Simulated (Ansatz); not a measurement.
# Is Sn2W in the AlB2 type a stable metal?, part 3 of 3

The plan: relax Sn2W in the AlB2 type, check its phonons, and, if the lattice is stable, compute its Eliashberg function and ρ(T).

Ansatz 0.2.0; DFT LDA, scalar-relativistic, plane waves, PAW; PAW set soft_1.

So far, highest frequency, solved or plainly interpolated (cm⁻¹): step 5 (lattice stability: q 2×2×2, k 4×4×6) 231. Also lowest on path (cm⁻¹): step 5 -93.7. The relaxed cell has a = 4.964, c = 2.800 Å (conventional setting).

The structure was built from a prototype and need not be the compound's stable phase.

**6. Lattice stability: q 3×3×2, k 6×6×8**

An imaginary mode on so few k-points may come from the sampling, so the phonons are repeated with another q and k mesh.

Input file input.yaml:

```yaml
crystal:
  lattice:
    - [4.9637388275, 0.0, 0.0]
    - [-2.4818694137, 4.2987239223, 0.0]
    - [0.0, 0.0, 2.7998620807]
  atoms:
    - { symbol: W, position: [0.0, 0.0, 0.0] }
    - { symbol: Sn, position: [0.3333333333, 0.6666666667, 0.5] }
    - { symbol: Sn, position: [0.6666666667, 0.3333333333, 0.5] }
kpoints:
  mp_grid: { grid: [6, 6, 8] }
hamiltonian:
  xc: lda
  pseudopotentials: { kind: paw, azcp: { folder: soft_1 }, xc_functional: pbe }
scf:
  occupations: { method: methfessel_paxton, width: 0.2 }
output:
  eigenvalues: true
phonons:
  method: dfpt
  qmesh: [3, 3, 2]
  temperatures: { t_max: 1000, t_step: 50 }
  qpath:
    path:
      - [[0.0, 0.0, 0.0], [0.5, 0.0, 0.0], [0.33333333, 0.33333333, 0.0], [0.0, 0.0, 0.0], [0.0, 0.0, 0.5], [0.5, 0.0, 0.5], [0.33333333, 0.33333333, 0.5], [0.0, 0.0, 0.5]]
      - [[0.5, 0.0, 0.5], [0.5, 0.0, 0.0]]
      - [[0.33333333, 0.33333333, 0.5], [0.33333333, 0.33333333, 0.0]]
    npoints: 10
```

Run with:

```bash
$ ansatz run input.yaml --threads 4 --pin off --max-ram 12288MiB --backend cpu --events-out ev --progress --plain --runs-dir out
```

Numbers of over 12 decimals in the logs are rounded to 6 here.

The program printed:

```text
[...]
Crystal: 3 atoms, lattice volume = 59.743 Å³
Basis set: ecut = 420 eV, 1191 PW (Γ), exchange–correlation on 72×72×40 points (8 copies of the dense FFT grid, shifted against one another)
Bands: 26, of which v1, the nominal top of the filled ones, is band 21 counted from 1 (20 counted from 0)
Symmetry: 24 space group operations
k-points: 35 of 288
[...]
SCF iter   1: F=—  HF=-21887.717920 eV  |F-HF|=—  |Δ(HF+E_count)|=         —  Δρ=4.73e-2  dr2=2.43e0  ethr=3.10e-3  ⟨swp⟩=5.4  Hψ=3881  notcnv=0
[...]
SCF iter  10: F=-21887.214276 eV  HF=-21887.214276 eV  |F-HF|=0.00e0  |Δ(HF+E_count)|=  4.37e-11  S|Δr|=    0.00e0  Δρ=7.67e-8  dr2=3.96e-12  ethr=1.00e-12  ⟨swp⟩=7.9  Hψ=4341  notcnv=0
SCF 1 converged in 10 iterations: F = -21887.214276 eV  dr2 = 3.96e-12
[...]
SCF iter   3: F=-21887.214276 eV  HF=-21887.214276 eV  |F-HF|=7.28e-12  |Δ(HF+E_count)|=  1.46e-11  S|Δr|=    0.00e0  Δρ=6.65e-8  dr2=3.22e-12  ethr=1.00e-12  ⟨swp⟩=1.0  Hψ=1960  notcnv=0
SCF 2 converged in 3 iterations: F = -21887.214276 eV  dr2 = 3.22e-12
[...]
SCF converged after 10 iterations
[...]
Free energy (F): -21887.214276 eV
[...]
Internal energy: -21887.205939 eV  (E = F + TS)
E sigma→0 (E₀):  -21887.212192 eV
Entropy (-TS):   -0.008337 eV (-2.779 meV/atom)
Fermi energy:    16.404119 eV
[...]
--- Band table (eV; the first three rows and the last of 35) ---
  k-point 0: bands = [... 17 lower, 11.2527, 12.5018, 15.3242, 15.3242, 18.2074, 18.2074, 18.2524, 19.0039, ... 1 higher]
  k-point 1: bands = [... 17 lower, 11.5788, 13.1778, 14.9999, 14.9999, 18.0324, 18.4102, 18.4102, 18.9406, ... 1 higher]
  k-point 2: bands = [... 17 lower, 12.5185, 14.2243, 14.2243, 14.3724, 16.6179, 18.5591, 18.5591, 19.1932, ... 1 higher]
  k-point 34: bands = [... 17 lower, 11.8758, 13.4830, 15.0090, 15.6192, 15.6192, 16.8616, 16.8616, 21.6939, ... 1 higher]
[...]
ASR residual: 4.818e-5 → 0.000e0 eV/Å²; symmetrization residual: 1.096e-5 eV/Å²
  ASR residual per site (eV/Å²): 4.82e-5 1.74e-5 1.74e-5
  Γ frequencies (cm⁻¹): -94.39 -67.46 0.00 0.00 0.00 61.29 61.29 174.73 174.73
--- Phonons (arbitrary-q DFPT): 6 irreducible q on the 3×3×2 mesh ---
[...]
interpolated dispersion: 93 rows × 9 modes
[...]
```

Elapsed: 66 s, on 4 threads of AMD EPYC 9B14 (Zen 4), shared host; peak memory 0.81 GiB.

Numbers from this step:

| Quantity | Value |
| --- | --- |
| share of imaginary modes in the plain interpolation between solved wavevectors | 0.2642 |
| highest frequency, solved or plainly interpolated | 224.7 cm⁻¹ |

Solved on the 3×3×2 mesh alone; all other wavevectors are interpolated. The phonon branches at the labelled points (cm⁻¹):

```
    point  branch 1  branch 2  branch 3  branch 4  branch 5  branch 6  branch 7  branch 8  branch 9
        Γ       -94       -68         0         0         0        61        61       175       175
  halfway       -88       -68       -40       -18        36        60        78       167       180
        M       -86       -66       -53       -17        18        52        91       164       183
  halfway       -84       -66       -56       -44        20        45       108       151       189
        K       -83       -63       -63       -55        29        29       131       131       193
  halfway       -86       -68       -45       -30        36        56        88       162       183
        Γ       -94       -68         0         0         0        61        61       175       175
  halfway       -85        -8        -8        62        62       130       154       164       164
        A       -94       -27       -27        66        66       152       152       196       225
  halfway       -52       -51        37        59        79       146       159       202       222
        L       -67        23        52        68        90       133       164       209       216
  halfway       -71       -29        61        81        86       126       164       210       214
        H       -74       -46        76        76       106       106       164       212       212
  halfway       -57       -44        48        60        80       143       160       203       221
        A       -94       -27       -27        66        66       152       152       196       225
jump to L       -67        23        52        68        90       133       164       209       216
  halfway       -56       -49        39        74        81       139       148       149       174
        M       -86       -66       -53       -17        18        52        91       164       183
jump to H       -74       -46        76        76       106       106       164       212       212
  halfway       -67       -65        57        57       119       119       143       143       179
        K       -83       -63       -63       -55        29        29       131       131       193
```

The phonon branches as a text plot (rows in cm⁻¹):

```
    218 |                      ******************
    205 |                     *   ******* ****  **       **
    191 |      ******          ***            ** **           ***
    178 |******      *****   **                   *******  ***
    165 | ******     **   ****     **********   ****  ******
    152 |       *  **       ********         ***    **
    138 |        **                 ***    **   *****       *
    125 |        **        **          ** *                 *****
    112 |       *  *                     *               *** *
     98 |      *    *      *
     85 |   ***           *        ****** ***   *********
     72 | **         **   *    ****  ******* *********   **   *
     59 |******     ***********   ******   ****      ****  **
     45 |      **  *                        *   ***** *      **
     32 | ***    ******            *         *       *         **
     19 |*   **** *    *             **         *     ***      *
      5 |               ****
     -8 |***           *    *     *              *    *
    -21 | * ***      **  *   *****  *  *      **      ***
    -35 |  *   *    ***          **     * **  **  *  * *
    -48 |   ***** ***              *     *  **     **   ***     *
    -61 |*********** ****           ***     **  *****  **  ******
    -74 |           *             *    *****         **  *** ***
    -88 |*************************            **       **       *
         Γ    M  K      Γ       A     L  H    A|L      M|H      K
```

Phonopy on the run's constants, 13x13x21 mesh, Gaussian sigma 2.5 cm⁻¹. Modes against wavenumber; read off at these points; values in 1/cm⁻¹/cell:

| wavenumber (cm⁻¹) | Sn | W |
| --- | --- | --- |
| -100.0 | 1.0e-5 | 1.0e-5 |
| -90.0 | 0.00147 | 0.00575 |
| -80.0 | 0.00156 | 0.0277 |
| -70.0 | 0.0172 | 0.0170 |
| -60.0 | 0.0348 | 0.0135 |
| -58.8 | 0.0362 | 0.0128 |
| -50.0 | 0.0244 | 0.0121 |
| -40.0 | 0.0221 | 0.0109 |
| -30.0 | 0.0184 | 0.00756 |
| -20.0 | 0.0160 | 0.00337 |
| -10.0 | 0.00366 | 0.00191 |
| 0.0 | 0.00121 | 6.7e-4 |
| 10.0 | 0.00135 | 0.00107 |
| 20.0 | 0.00328 | 0.00642 |
| 30.0 | 0.00573 | 0.0160 |
| 40.0 | 0.00892 | 0.0256 |
| 50.0 | 0.00650 | 0.0328 |
| 60.0 | 0.0210 | 0.0625 |
| 62.7 | 0.0262 | 0.0549 |
| 70.0 | 0.0214 | 0.0285 |
| 80.0 | 0.0262 | 0.0255 |
| 82.3 | 0.0278 | 0.0235 |
| 90.0 | 0.0191 | 0.00480 |
| 100.0 | 0.0200 | 7.0e-5 |
| 110.0 | 0.0110 | 4.8e-5 |
| 120.0 | 0.00845 | 9.2e-5 |
| 130.0 | 0.0196 | 9.0e-5 |
| 140.0 | 0.0299 | 1.6e-4 |
| 150.0 | 0.0377 | 1.4e-4 |
| 160.0 | 0.0538 | 1.3e-4 |
| 164.8 | 0.0661 | 2.0e-4 |
| 170.0 | 0.0520 | 1.5e-4 |
| 180.0 | 0.0407 | 1.2e-4 |
| 190.0 | 0.0262 | 2.4e-5 |
| 200.0 | 0.0205 | 0 |
| 201.7 | 0.0227 | 0 |
| 210.0 | 0.0167 | 0 |
| 220.0 | 0.00945 | 0 |
| 230.0 | 5.7e-5 | 0 |
| 240.0 | 0 | 0 |

No LO-TO term; unit eigenvectors of the mass-weighted matrix. The modes at Γ (shares of kinetic energy by element, %) (negative means imaginary):

| mode | frequency (cm⁻¹) | symmetry | W % | Sn % |
| --- | --- | --- | --- | --- |
| 1 | -94.4 | A2u | 56 | 44 |
| 2 | -67.5 | B1g | 0 | 100 |
| 3 | 0.0 | unnamed | 44 | 56 |
| 4 | 0.0 | unnamed | 44 | 56 |
| 5 | 0.0 | unnamed | 44 | 56 |
| 6 | 61.3 | E1u | 56 | 44 |
| 7 | 61.3 | E1u | 56 | 44 |
| 8 | 174.7 | E2g | 0 | 100 |
| 9 | 174.7 | E2g | 0 | 100 |

Displacements in mode 1 (-94.4 cm⁻¹), the largest set to 1:
```
W1   0.00  0.00  1.00
Sn2  0.00  0.00 -0.77
Sn3  0.00  0.00 -0.77
```

Displacements in mode 6 (61.3 cm⁻¹), the largest set to 1:
```
W1   0.00  1.00  0.00
Sn2  0.00 -0.77  0.00
Sn3  0.00 -0.77  0.00
```

Among the solved wavevectors the lowest mode, translations apart, is -94.4 cm⁻¹, imaginary.

**7. Lattice stability: Fermi–Dirac smearing of 0.3 eV**

The phonons are repeated on the same meshes with a wide Fermi–Dirac smearing, to see whether the soft mode comes from sharp features of the Fermi surface.

input.yaml, as its differences from that of step 6:

```diff
@@ -15,3 +15,3 @@
 scf:
-  occupations: { method: methfessel_paxton, width: 0.2 }
+  occupations: { method: fermi_dirac, width: 0.3 }
 output:
```

The program printed:

```text
[...]
band count auto-derived: 28 (N_el = 42.0; filled up to band 21; 26 by the electrons, moments and atoms)
[...]
Crystal: 3 atoms, lattice volume = 59.743 Å³
Basis set: ecut = 420 eV, 1191 PW (Γ), exchange–correlation on 72×72×40 points (8 copies of the dense FFT grid, shifted against one another)
Bands: 28, of which v1, the nominal top of the filled ones, is band 21 counted from 1 (20 counted from 0)
Symmetry: 24 space group operations
k-points: 35 of 288
[...]
SCF iter   1: F=—  HF=-21888.019316 eV  |F-HF|=—  |Δ(HF+E_count)|=         —  Δρ=4.63e-2  dr2=2.34e0  ethr=3.10e-3  ⟨swp⟩=5.8  Hψ=4365  notcnv=0
[...]
SCF iter  10: F=-21887.522489 eV  HF=-21887.522489 eV  |F-HF|=1.09e-11  |Δ(HF+E_count)|=  4.00e-11  Δρ=6.97e-8  dr2=3.29e-12  ethr=1.00e-12  ⟨swp⟩=5.1  Hψ=4487  notcnv=0
SCF 1 converged in 10 iterations: F = -21887.522489 eV  dr2 = 3.29e-12
[...]
SCF iter   7: F=-21887.522489 eV  HF=-21887.522489 eV  |F-HF|=7.28e-12  |Δ(HF+E_count)|=  7.28e-12  Δρ=2.92e-9  dr2=3.23e-15  ethr=1.00e-12  ⟨swp⟩=1.0  Hψ=2100  notcnv=0
SCF 2 converged in 7 iterations: F = -21887.522489 eV  dr2 = 3.23e-15
[...]
WARN: eigensolver did not converge in 2 slots of this pass, the one above among them; of largest residual over every band (k=0): 1 band(s) unlocked (lowest unlocked band 27, counted from 0; max residual 9.45e-5 eV among the unlocked bands, 9.45e-5 eV over every band); of lowest unlocked band (k=0): band 27
[...]
SCF converged after 10 iterations
Free energy (F): -21887.522489 eV
[...]
Internal energy: -21886.889496 eV  (E = F + TS)
E sigma→0 (E₀):  -21887.205992 eV
Entropy (-TS):   -0.632993 eV (-210.998 meV/atom)
Fermi energy:    16.401233 eV
[...]
--- Band table (eV; the first three rows and the last of 35) ---
  k-point 0: bands = [... 17 lower, 11.2502, 12.5250, 15.3243, 15.3243, 18.2182, 18.2182, 18.2438, 18.9933, ... 3 higher]
  k-point 1: bands = [... 17 lower, 11.5763, 13.2003, 15.0035, 15.0035, 18.0244, 18.4169, 18.4169, 18.9303, ... 3 higher]
  k-point 2: bands = [... 17 lower, 12.5158, 14.2327, 14.2327, 14.3823, 16.6288, 18.5504, 18.5504, 19.1937, ... 3 higher]
  k-point 34: bands = [... 17 lower, 11.8712, 13.4939, 14.9941, 15.6323, 15.6323, 16.8435, 16.8435, 21.7043, ... 3 higher]
[...]
ASR residual: 8.097e-4 → 0.000e0 eV/Å²; symmetrization residual: 1.777e-5 eV/Å²
  ASR residual per site (eV/Å²): 8.10e-4 2.12e-5 2.12e-5
  Γ frequencies (cm⁻¹): -79.68 -63.75 0.00 0.00 0.00 63.65 63.65 178.69 178.69
--- Phonons (arbitrary-q DFPT): 6 irreducible q on the 3×3×2 mesh ---
[...]
interpolated dispersion: 93 rows × 9 modes
[...]
```

Run time: 69 s. Hardware: 4 threads; peak memory 0.83 GiB.

This step gave:

| Item | Value |
| --- | --- |
| share of imaginary modes in the plain interpolation between solved wavevectors | 0.2596 |
| highest frequency, solved or plainly interpolated | 223 cm⁻¹ |

Solved on the 3×3×2 mesh alone; all other wavevectors are interpolated. Phonon branches along the path, in cm⁻¹:

```
    point  branch 1  branch 2  branch 3  branch 4  branch 5  branch 6  branch 7  branch 8  branch 9
        Γ       -80       -64         0         0         0        64        64       179       179
  halfway       -73       -64       -36        -9        42        61        77       167       180
        M       -72       -62       -49       -25        23        55        92       161       182
  halfway       -72       -61       -51       -44        18        44       108       150       187
        K       -74       -56       -56       -53        23        23       131       131       191
  halfway       -72       -64       -40       -26        41        58        86       162       182
        Γ       -80       -64         0         0         0        64        64       179       179
  halfway       -54       -22       -22        50        50       131       154       165       165
        A       -43       -27       -27        29        29       151       151       196       223
  halfway       -50       -48        39        42        51       145       157       200       220
        L       -66       -44        47        65        67       132       162       207       214
  halfway       -70       -44        51        63        80       124       162       208       213
        H       -73       -45        59        59       104       104       162       210       210
  halfway       -56       -47        43        50        53       142       159       202       219
        A       -43       -27       -27        29        29       151       151       196       223
jump to L       -66       -44        47        65        67       132       162       207       214
  halfway       -58       -50        36        60        80       139       147       147       172
        M       -72       -62       -49       -25        23        55        92       161       182
jump to H       -73       -45        59        59       104       104       162       210       210
  halfway       -64       -61        44        44       118       118       143       143       177
        K       -74       -56       -56       -53        23        23       131       131       191
```

The phonon branches as a text plot (rows in cm⁻¹):

```
    217 |                      ********** *******
    204 |                          ***********  **       **
    191 |       ****          *****           ** **            **
    179 |*******    *******  *                    *  ****   ***
    166 |  ****      **    ****     ********    *****  *****
    154 |      *   **       ********        ****    ***
    141 |       ***                **       **   ****       *
    128 |        **        **        ***  **    *            ****
    116 |       *                       *                  ***
    103 |      *   *       *             *               **
     91 |    **     *     *             *            ****
     78 |   *        *                 *  **      ****        *
     65 |****        ******         ***** **    *****
     53 |    ***   **     ***      ** ********       *******
     40 | ***   *   ***      **   ****      *** *****       ** *
     28 |    **  ***           ****           **     ****     ***
     15 |*     ****    *                      *
      2 |***          ****
    -10 |*  *        * * **
    -23 | *  **       *    *******             *       **
    -36 |  **  *    **            *           *      ***
    -48 |    ********       *************************  ****     *
    -61 |**************** **        ***    **   ******  *  *****
    -73 |*****************             ****           *****   ***
         Γ    M  K      Γ       A     L  H    A|L      M|H      K
```

Among the solved wavevectors the lowest mode, translations apart, is -79.7 cm⁻¹, imaginary.

**8. What came out**

```
phonon run of the rows without a label of their own : LDA, q 3×3×2, k 6×6×8
softest mode on the q mesh                          : -94.4 cm⁻¹ at q = (0, 0, 0)
highest frequency, solved or plainly interpolated   : 225 cm⁻¹
```

What this shows: The lattice is dynamically unstable at this level: a mode at q = (0, 0, 0) is imaginary, 94.4i cm⁻¹, so no harmonic coupling constant or resistivity is defined for this structure. These meshes are coarse, and single modes of a metal can move by tens of cm⁻¹ with the k mesh. Spin–orbit coupling, left out here, matters for W. The phonon runs are not spin-polarised. The PAW files were made for PBE; under other functionals the run regenerates their frozen core. The structure was built by hand as an ordered model, and its stability against other phases was not tested.

[Logs are printed without paths, hosts, clocks, repeated set-up lines and the standing remarks that a program may print on its own settings, such as how far it seeks lower states.]

[Hosts, paths, dates, database ids (printed as entryN), source tags and the programs' standing remarks are cut or masked in the printed files.]
